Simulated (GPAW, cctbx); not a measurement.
# How far are the atoms of BeAl2Ge2 from free atoms?

Question: by how much does bonding change the X-ray structure factors of BeAl2Ge2, how firmly does DFT give the change, and what does a routine refinement make of it?

The start was made by putting kin elements into a known structure type; the compound need not exist, or be stable, in this form. All numbers below are calculated.

## Step 1: Relax the structure

The density hangs on the geometry, so cell and atoms are relaxed first, with the symmetry held. The cutoff is set higher than for the density because stress converges slowly with plane waves.

Settings: GPAW 26.7.0, PBE, 570 eV, 6×6×3 k-points (along the axes of the calculation cell), Fermi–Dirac width 0.1 eV, BFGS to 0.03 eV/Å.

```text
cell
1.0
     3.919000000    0.000000000    0.000000000
    -1.959500000    3.393953557    0.000000000
     0.000000000    0.000000000    6.347000000
Ge Al Be
2 2 1
Direct
0.333333333 0.666666667 0.239000000
0.666666667 0.333333333 0.761000000
0.333333333 0.666666667 0.634500000
0.666666667 0.333333333 0.365500000
0.000000000 0.000000000 0.000000000
```

```console
$ OMP_NUM_THREADS=1 mpirun -n 4 gpaw python run.py > gpaw.log
```

```text
BFGS:    0      -18.113889        2.228282
BFGS:    1      -18.282872        1.877856
BFGS:    2      -18.729434        0.580046
BFGS:    3      -18.783274        0.297719
...
BFGS:   11      -18.832179        0.050861
BFGS:   12      -18.832861        0.039701
BFGS:   13      -18.833337        0.028797
cell  3.9758 3.9758 6.4102  90.00 90.00 120.00
volume 87.753 A^3, largest force 0.022 eV/A, largest stress 0.26 GPa
```

After 13 steps the volume has changed by +3.9 % and the energy by -0.719 eV; the largest stress left is 0.26 GPa. It took 61 s on 4 cores of Arm Neoverse V1 (shared host), peak memory 0.89 GiB.

Relaxed structure: P-3m1 (no. 164), a = 3.9758 Å, b = 3.9758 Å, c = 6.4102 Å, α = 90.00°, β = 90.00°, γ = 120.00°.

| atom | mult. | x | y | z |
| --- | --- | --- | --- | --- |
| Ge1 | 2 | 1/3 | 2/3 | 0.1894 |
| Al1 | 2 | 1/3 | 2/3 | 0.6198 |
| Be1 | 1 | 0 | 0 | 0 |

## Step 2: Density and charge transfer

X-rays see the whole electron density, so the PAW density is rebuilt with its core regions. Subtracting spherical free atoms from the same code cancels the cores and leaves the deformation density Δρ, the part due to bonding.

Settings: PBE, 450 eV, 7×7×4 k-points (along the axes of the calculation cell), Fermi–Dirac width 0.1 eV; primitive cell of 5 atoms.

```console
$ OMP_NUM_THREADS=1 mpirun -n 4 gpaw python run.py > gpaw.log
```

```text
|iter:   1|       0s |  -18.828225 | -0.40 |       |
|iter:   2|       0s |  -18.829181 | -2.59 | -1.00 |
|iter:   3|       1s |  -18.809066 | -2.76 | -1.03 |
...
|iter:   7|       2s |  -18.809291c| -5.97 | -3.14 |
|iter:   8|       2s |  -18.809290c| -7.80c| -3.81 |
|iter:   9|       2s |  -18.809290c| -7.64c| -4.41c|
```

```text
grid (40, 40, 64)  electrons 94.000  moved by bonding 0.761 e
deformation density beyond 0.5 A of the nuclei: max 0.065, min -0.071 e/A^3
atom        x       y       z   Voronoi charge  moment
Ge1    0.3333  0.6667  0.1894     -0.104       0.00
Ge2    0.6667  0.3333  0.8106     -0.104       0.00
Al3    0.3333  0.6667  0.6198      0.078       0.00
Al4    0.6667  0.3333  0.3802      0.078       0.00
Be5    0.0000  0.0000  0.0000      0.052       0.00
mean inner potential of superposed free atoms 16.030 V
total magnetic moment 0.000 muB
```

Deformation density in a plane through the shortest contact of the Ge atom at the origin, in 0.01 e/Å³ (clipped at ±99); x from -1.6 to 4.2 Å, y from 2.4 down to -2.4 Å:

```text
  2  -1   .   .   .  -1   2   3  -2   .   .  -4   2   6   2  -3
  1  -2  -2   0  -1  -1   1   1  -1  -3  -3  -1   2   3   0  -4
  1  -1  -1   1   1   1   1   0   0   1   2   3   2   1   0  -1
  0   1   2   3   3   2   0   0   1   2   3   2   1   0   0   2
  0   2   2   1   0  -1   0   1   1   0   0  -1  -2  -1   1   2
  1   4   2  -4   .  -3  -1   2   1  -1   1   .  -1  -1   2   2
  3   6   0   .   .   .  -1   3   2  -1   .   .   .   0   3   3
  3   5   0  -6   .  -4   0   3   1  -2   0   .  -1  -1   2   2
  1   2   1  -1  -1   1   3   2   1  -1  -2  -1   0   0   1   0
  0   1   1   3   6   6   4   1   0   0   1   3   3   1   0   0
 -1   0   1   2   4   3   0  -1   0   2   2   3   2   1   0   0
 -2  -1  -1  -2  -2  -2  -4  -3   1   3   1  -2  -3  -2   0   1
 -2  -2  -2  -5  -4   .   .  -2   3   6   0   .   .   .   0   3
```

Atoms in or within 0.15 Å of the plane: Ge (0.0, 0.0), Be (2.6, 0.0) Å. Dots mark points within about 0.45 Å of a nucleus; large values next to them are atomic features.

Ge gains most (-0.10 e) and Al loses most (+0.08 e); Ge is the most electronegative element, but the order of the others doesn't follow electronegativity. Such charges fall far short of formal ones, since overlapping free atoms already put density on their neighbours. Along the shortest contact from the Ge atom at the map's origin, Ge–Be at 2.60 Å, Δρ is +0.03 e/Å³ at the midpoint: little piles up between the atoms. At the midpoints of other shortest contacts it is +0.06 (Ge–Al, 2.60 Å), +0.04 (Al–Al, 2.76 Å), 0.00 (Ge–Ge, 3.34 Å) and 0.00 (Al–Be, 3.35 Å) e/Å³. Point values carry grid noise of about 0.01 e/Å³. The run needed 9 iterations, 6.2 s.

## Step 3: Structure factors

The Fourier components of Δρ, added to those of the free atoms, give the static X-ray structure factors; the Mott–Bethe relation turns them into the Fourier components V of the potential that fast electrons feel.

```text
static structure factors of the conventional cell: F in electrons, V (Mott-Bethe) in volts
   h  k  l      d  |F| table  |F| free   |F| DFT   change   |V| free  |V| DFT  change %
   0  0  1  6.4102     8.733     8.725     8.729    0.004     0.160    0.152     -5.3
   1  0  0  3.4431    35.333    35.364    35.479    0.115     3.490    3.419     -2.0
   0  0  2  3.2051    35.763    35.779    35.887    0.107     2.612    2.555     -2.2
   1  0  1  3.0333    32.234    32.227    32.293    0.066     1.076    1.044     -3.0
   1  0 -1  3.0333    31.147    31.186    31.409    0.223     3.114    3.007     -3.4
   1  0  2  2.3460    25.892    25.882    25.768   -0.114     2.442    2.474      1.3
   1  0 -2  2.3460    65.019    65.005    64.814   -0.191     6.330    6.385      0.9
   0  0  3  2.1367    31.390    31.324    31.316   -0.008     1.519    1.521      0.1
   1  1  0  1.9879    66.216    66.091    65.719   -0.372     5.761    5.838      1.3
   1  1  1  1.8987     7.023     6.991     6.947   -0.044     0.341    0.349      2.4
   1  0  3  1.8155    44.904    44.775    44.597   -0.178     3.534    3.565      0.9
   1  0 -3  1.8155    10.007     9.997     9.870   -0.126     0.966    0.988      2.3
   2  0  0  1.7216    28.729    28.640    28.389   -0.250     1.914    1.952      2.0
   1  1  2  1.6893    29.535    29.428    29.322   -0.105     1.673    1.688      0.9
```

The largest X-ray change is -0.37 e on 110, 0.6 % of |F|. For electrons V goes as (Z − F)/g², so a change of F counts against Z − F, which is small at low angle and wherever the atoms' terms cancel: |V| of 001 moves by -5.3 % (0.16 to 0.15 V) against 0.0 % in |F|. The last three rows still change by up to 0.25 e; the table stops while the angles are still low. The tabulated Hartree–Fock atoms differ from the free DFT atoms by up to 0.13 e, so the choice of reference atom matters too.

## Step 4: How cheap can the run be?

Cutoff and k-mesh: one is changed at a time, to find what the result needs.

| run | ΔF 110 (e) | ΔF 1 0 -1 (e) | ΔF 1 0 -2 (e) | q(Ge) (e) | moved (e) | time |
| --- | --- | --- | --- | --- | --- | --- |
| 450 eV 7×7×4 | -0.372 | +0.223 | -0.191 | -0.104 | 0.761 | 6.2 s |
| 250 eV 7×7×4 | -0.373 | +0.222 | -0.191 | -0.110 | 0.757 | 4.8 s |
| 350 eV 7×7×4 | -0.372 | +0.222 | -0.191 | -0.105 | 0.760 | 6 s |
| 750 eV 7×7×4 | -0.371 | +0.222 | -0.192 | -0.104 | 0.761 | 12 s |
| 450 eV 2×2×1 | -0.452 | +0.056 | -0.129 | -0.088 | 0.758 | 4.3 s |
| 450 eV 4×4×2 | -0.393 | +0.221 | -0.182 | -0.087 | 0.758 | 5 s |

Within 0.01 e of the base on all three: 250 eV 7×7×4, 350 eV 7×7×4 and 750 eV 7×7×4. The largest error, 0.167 e, comes with 450 eV 2×2×1. Times are from shared hosts.

## Step 5: Refining ordinary atoms against data with bonding

Routine crystallography fits spherical atoms. To see the bias, intensities are simulated from tabulated atoms plus the DFT change ΔF, so that bonding alone can misfit (4030 reflections of the full sphere, merged to the counts below, to 0.45 Å, 1.5 % proportional noise plus counting noise, assumed isotropic U as listed, Δρ smeared by the mean U) and refined with cctbx over different ranges.

| range | data | R1 | GooF | U Ge1 (true 0.0067) | U Al1 (true 0.009) | U Be1 (true 0.0115) | largest shift (Å) | Δρ max, min (e/Å³) |
| --- | --- | --- | --- | --- | --- | --- | --- | --- |
| all data | 428 | 0.0044 | 0.97 | 0.0067 | 0.0090 | 0.0117 | 0.0002 | 0.18, -0.13 |
| low resolution, d > 0.84 | 79 | 0.0035 | 1.08 | 0.0066 | 0.0088 | 0.0108 | 0.0003 | 0.11, -0.11 |
| high order, d < 0.75 | 322 | 0.0049 | 0.92 | 0.0067 | 0.0091 | 0.0118 | 0.0001 | 0.18, -0.12 |
| occupancies free, d > 0.7 | 129 | 0.0036 | 1.08 | 0.0066 | 0.0090 | 0.0123 | 0.0004 | 0.10, -0.11 |

With all data GooF is 0.97, so at this noise the bonding hardly shows; the top residual peak, near noise level, lies 1.82 Å from Be and 2.37 Å from Ge. No U is off by more than 3 s.u. at low resolution. With Ge1 held at 1 and the scale free, the other occupancies refine to Al1 1.003(0.002) and Be1 1.024(0.014), within three s.u. of full.

## Step 6: Answer

Bonding moves 0.76 e in the primitive cell of BeAl2Ge2 and changes the structure factors of the conventional cell in the table above by at most 0.37 e (110, 0.6 %), and among reflections above 2 % of the strongest by up to 1.3 % (1 0 -3). The shortest bond, Ge–Be, has Δρ = +0.03 e/Å³ at its midpoint. Within 0.01 e of the base on all three: 250 eV 7×7×4, 350 eV 7×7×4 and 750 eV 7×7×4. The largest error, 0.167 e, comes with 450 eV 2×2×1. With all data GooF is 0.97, so at this noise the bonding hardly shows. Limits: static density, frozen cores, no spin–orbit coupling.

[Outputs are excerpts: Python notices, other lines and further rows are left out; steps that failed or that the build refused (PBEsol, TPSS) are not shown.]

[Logs are printed without paths, hosts, clocks, repeated set-up lines and the standing remarks that a program may print on its own settings, such as how far it seeks lower states.]
